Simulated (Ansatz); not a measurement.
# Si on Ag(111): change of the work function, part 4 of 4

Wanted: Δφ(θ) for Si/Ag(111), starting from the fcc site.

Ansatz 0.2.0; plane-wave DFT, PBE, Ansatz PAW.

So far, work function, upper face (eV): step 2 (the clean slab) 4.47; step 3 (37 atoms, coverage 0.111 ML, cell 3x3) 4.63; step 4 (17 atoms, coverage 0.25 ML, cell 2x2) 4.80; step 5 (18 atoms, coverage 0.5 ML, cell 2x2) 4.83.

### Step 6. Adsorbate added, k-mesh 12×12×1, coverage 1 ML

System of this step: Si/Ag(111). The cell holds 5 atoms: 4 Ag and 1 Si. Its edges and angles: a = 2.892 Å, b = 2.892 Å, c = 27.202 Å, α = 90.0°, β = 90.0°, γ = 60.0°. Vacuum lies along c.

Another coverage, to see how the dipoles act on each other as their distance changes.

File input.yaml:

```yaml
crystal:
  lattice:
    - [2.8920667351, 0.0, 0.0]
    - [1.4460333675, 2.504603262, 0.0]
    - [0.0, 0.0, 27.2020003268]
  atoms:
    - { symbol: Ag, position: [0.0, 0.0, 0.3308580212] }
    - { symbol: Ag, position: [0.3333333333, 0.3333333333, 0.4176664387] }
    - { symbol: Ag, position: [0.6666666667, 0.6666666667, 0.5054791142] }
    - { symbol: Ag, position: [0.0, 0.0, 0.5941195892] }
    - { symbol: Si, position: [0.3333333333, 0.3333333333, 0.6691419788] }
kpoints:
  mp_grid: { grid: [12, 12, 1] }
hamiltonian:
  xc: pbe
scf:
  occupations: { method: fermi_dirac, width: 0.1 }
  convergence: { dr2_threshold: 1.0e-08 }
efield:
  axis: 3
  dipole_correction: true
  ramp_position: 0.97
  ramp_width: 0.06
relax:
  f_tol: 0.02
  max_steps: 60
  constraints: [{ sites: [0, 1] }]
output:
  write_potential: true
  write_density: true
  volumetric_format: npy
```

Launch:

```sh
$ ansatz run input.yaml --threads 4 --pin off --max-ram 16384MiB --backend cpu --events-out ev --progress --plain --runs-dir out
```

What it wrote:

```text
[...]
Crystal: 5 atoms, lattice volume = 197.037 Å³
Basis set: ecut = 420 eV, 3859 PW (Γ), exchange–correlation on 40×40×384 points (8 copies of the dense FFT grid, shifted against one another)
Bands: 48, of which v1, the nominal top of the filled ones, is band 40 counted from 1 (39 counted from 0)
Symmetry: 6 space group operations
[...]
F+E_penalty+E_count = -30996.74515303 eV   max|allowed force component| = 2.012e-3 eV/Å
  atoms:
    - { symbol: Ag, position: [-1.480297e-17, -1.480297e-17, 0.3308580212] }
    - { symbol: Ag, position: [0.333333, 0.333333, 0.4176664387] }
    - { symbol: Ag, position: [0.666667, 0.666667, 0.506212] }
    - { symbol: Ag, position: [-1.359861e-17, -1.534255e-17, 0.595462] }
    - { symbol: Si, position: [0.333333, 0.333333, 0.677464] }
[key lines of the parts left out:]
SCF converged after 7 iterations
Free energy (F): -30996.745153 eV
Fermi energy:    4.181840 eV
Dipole field:    D = -0.008578 V/Å  (p = -0.009341 e·Å, saw-weighted, corrected)
Work function:   Φ+ = 4.6905 eV   Φ− = 4.4572 eV
```

Run time: 18 s. Hardware: 4 threads of Intel Xeon Platinum 8259CL at 2.50GHz (Skylake/Cascade Lake), shared host; peak memory 0.64 GiB.

Step by step:

```tsv
step	energy less that of the first step (eV)	largest force component (eV/Å)
1	0.0000	0.7705
2	-0.0610	0.2571
3	-0.0676	0.0461
4	-0.0679	0.0020
```

The run keeps the 6 symmetry operations that the program found, so distortions that break them were not tested.

The atoms that moved most (Å):

```tsv
atom	dx	dy	dz	length
Si5	0.000	0.000	0.226	0.226
Ag4	0.000	0.000	0.037	0.037
Ag3	0.000	0.000	0.020	0.020
```

The relaxed structure:

```cif
data_structure
_symmetry_space_group_name_H-M 'P 1'
_symmetry_Int_Tables_number 1
_cell_length_a 2.8921
_cell_length_b 2.8921
_cell_length_c 27.2020
_cell_angle_alpha 90.000
_cell_angle_beta 90.000
_cell_angle_gamma 60.000
_cell_volume 197.04
loop_
_atom_site_label
_atom_site_type_symbol
_atom_site_fract_x
_atom_site_fract_y
_atom_site_fract_z
_atom_site_occupancy
Ag1 Ag 0.00000 0.00000 0.33086 1
Ag2 Ag 0.33333 0.33333 0.41767 1
Ag3 Ag 0.66667 0.66667 0.50621 1
Ag4 Ag 0.00000 0.00000 0.59546 1
Si5 Si 0.33333 0.33333 0.67746 1
```

Running mean over 2.361 Å of the planar mean; the ramp of the sawtooth is left out. The electron's electrostatic potential energy less the Fermi level by z:

z (Å), electron's electrostatic potential energy less the Fermi level (eV) and a bar from the least value:
```
      3.5       4.46 #############################
      4.0       4.46 #############################
      4.5       4.46 #############################
      5.0       4.45 #############################
      5.5       4.44 #############################
      6.0       4.38 #############################
      6.5       4.20 #############################
      7.0       3.49 ###########################
      7.5       1.22 ######################
      8.0      -2.22 #############
      8.5      -4.92 #######
      9.0      -5.82 ####
      9.5      -5.99 ####
     10.0      -6.03 ####
     10.5      -6.07 ####
     11.0      -6.09 ####
     11.5      -6.04 ####
     12.0      -5.85 ####
     12.5      -5.69 #####
     13.0      -5.73 #####
     13.5      -5.87 ####
     14.0      -5.86 ####
     14.5      -5.67 #####
     15.0      -5.60 #####
     15.5      -5.80 ####
     16.0      -6.15 ####
     16.5      -6.51 ###
     17.0      -7.12 #
     17.5      -7.63 
     18.0      -7.23 #
     18.5      -6.56 ###
     19.0      -5.29 ######
     19.5      -1.99 ##############
     20.0       1.89 #######################
     20.5       3.91 ############################
     21.0       4.49 ##############################
     21.5       4.64 ##############################
     22.0       4.68 ##############################
     22.5       4.69 ##############################
     23.0       4.69 ##############################
     23.5       4.69 ##############################
     24.0       4.69 ##############################
```

The relaxation took 4 steps and lowered the energy by 0.068 eV; the largest force on the free atoms ends at 0.0020 eV/Å.

The covered face has 4.69 eV, +0.22 eV against the clean one; the bare back face has moved by +0.01 eV, a measure of how thin the slab is.

### Step 7. Work function against coverage

This step: plane-wave DFT, PBE, Ansatz PAW; work function against coverage (Ansatz 0.2.0).

The runs are now put side by side.

Numbers from this step:

| Item | Value |
| --- | --- |
| work function of the clean face | 4.469 eV |
| largest change of the work function | 0.3612 eV |

Work function of the covered face against coverage:

```tsv
coverage (adsorbates/nm²)	work function of the covered face (eV)
0.00	4.47
1.53	4.63
3.45	4.80
6.90	4.83
13.81	4.69
```

The dipole per adsorbate comes from the change of the cell's dipole. Coverage, by row:

```tsv
coverage (1/nm²)	coverage (ML)	work function (eV)	change (eV)	dipole per adsorbate, positive end outwards (debye)	mean height of the added atoms over the highest substrate atom (Å)
1.534	0.1111	4.627	0.158	-0.257	1.738
3.451	0.25	4.802	0.3328	-0.196	1.544
6.903	0.5	4.831	0.3612	-0.147	1.897
13.81	1	4.691	0.2211	-0.041	2.231
```

### Step 8. Summary of results

| Property | Result |
| --- | --- |
| work function of the clean face | 4.47 eV |
| work function at 0.11 ML | 4.63 eV |
| work function at 0.25 ML | 4.80 eV |
| work function at 0.5 ML | 4.83 eV |
| work function at 1 ML | 4.69 eV |
| dipole per adsorbate at 0.11 ML, positive end outwards | -0.26 D |

In words: Si raises the work function of Ag(111) at the lowest coverage, by 0.16 eV: the adsorbate layer has its negative end outwards. The dipole per adsorbate falls from 0.26 to 0.04 D as the layer fills. Neighbouring dipoles depolarise each other, and heights and bonding change with coverage too. The slab has 4 layers, at the tabulated experimental lattice constant, one starting site was run, and quantum-size effects of a slab this thin can reach one or two tenths of an eV.

[Long decimals in the printed logs are rounded to 6 places.]

[Logs are printed without paths, hosts, clocks, repeated set-up lines and the standing remarks that a program may print on its own settings, such as how far it seeks lower states.]

[Hosts, paths, dates, database ids (printed as entryN), source tags and the programs' standing remarks are cut or masked in the printed files.]

[Maps of the electrostatic potential energy from Ansatz leave out the sawtooth potential of an applied field or a dipole correction, so their vacuum need not be flat; planar profiles and work functions include it.]
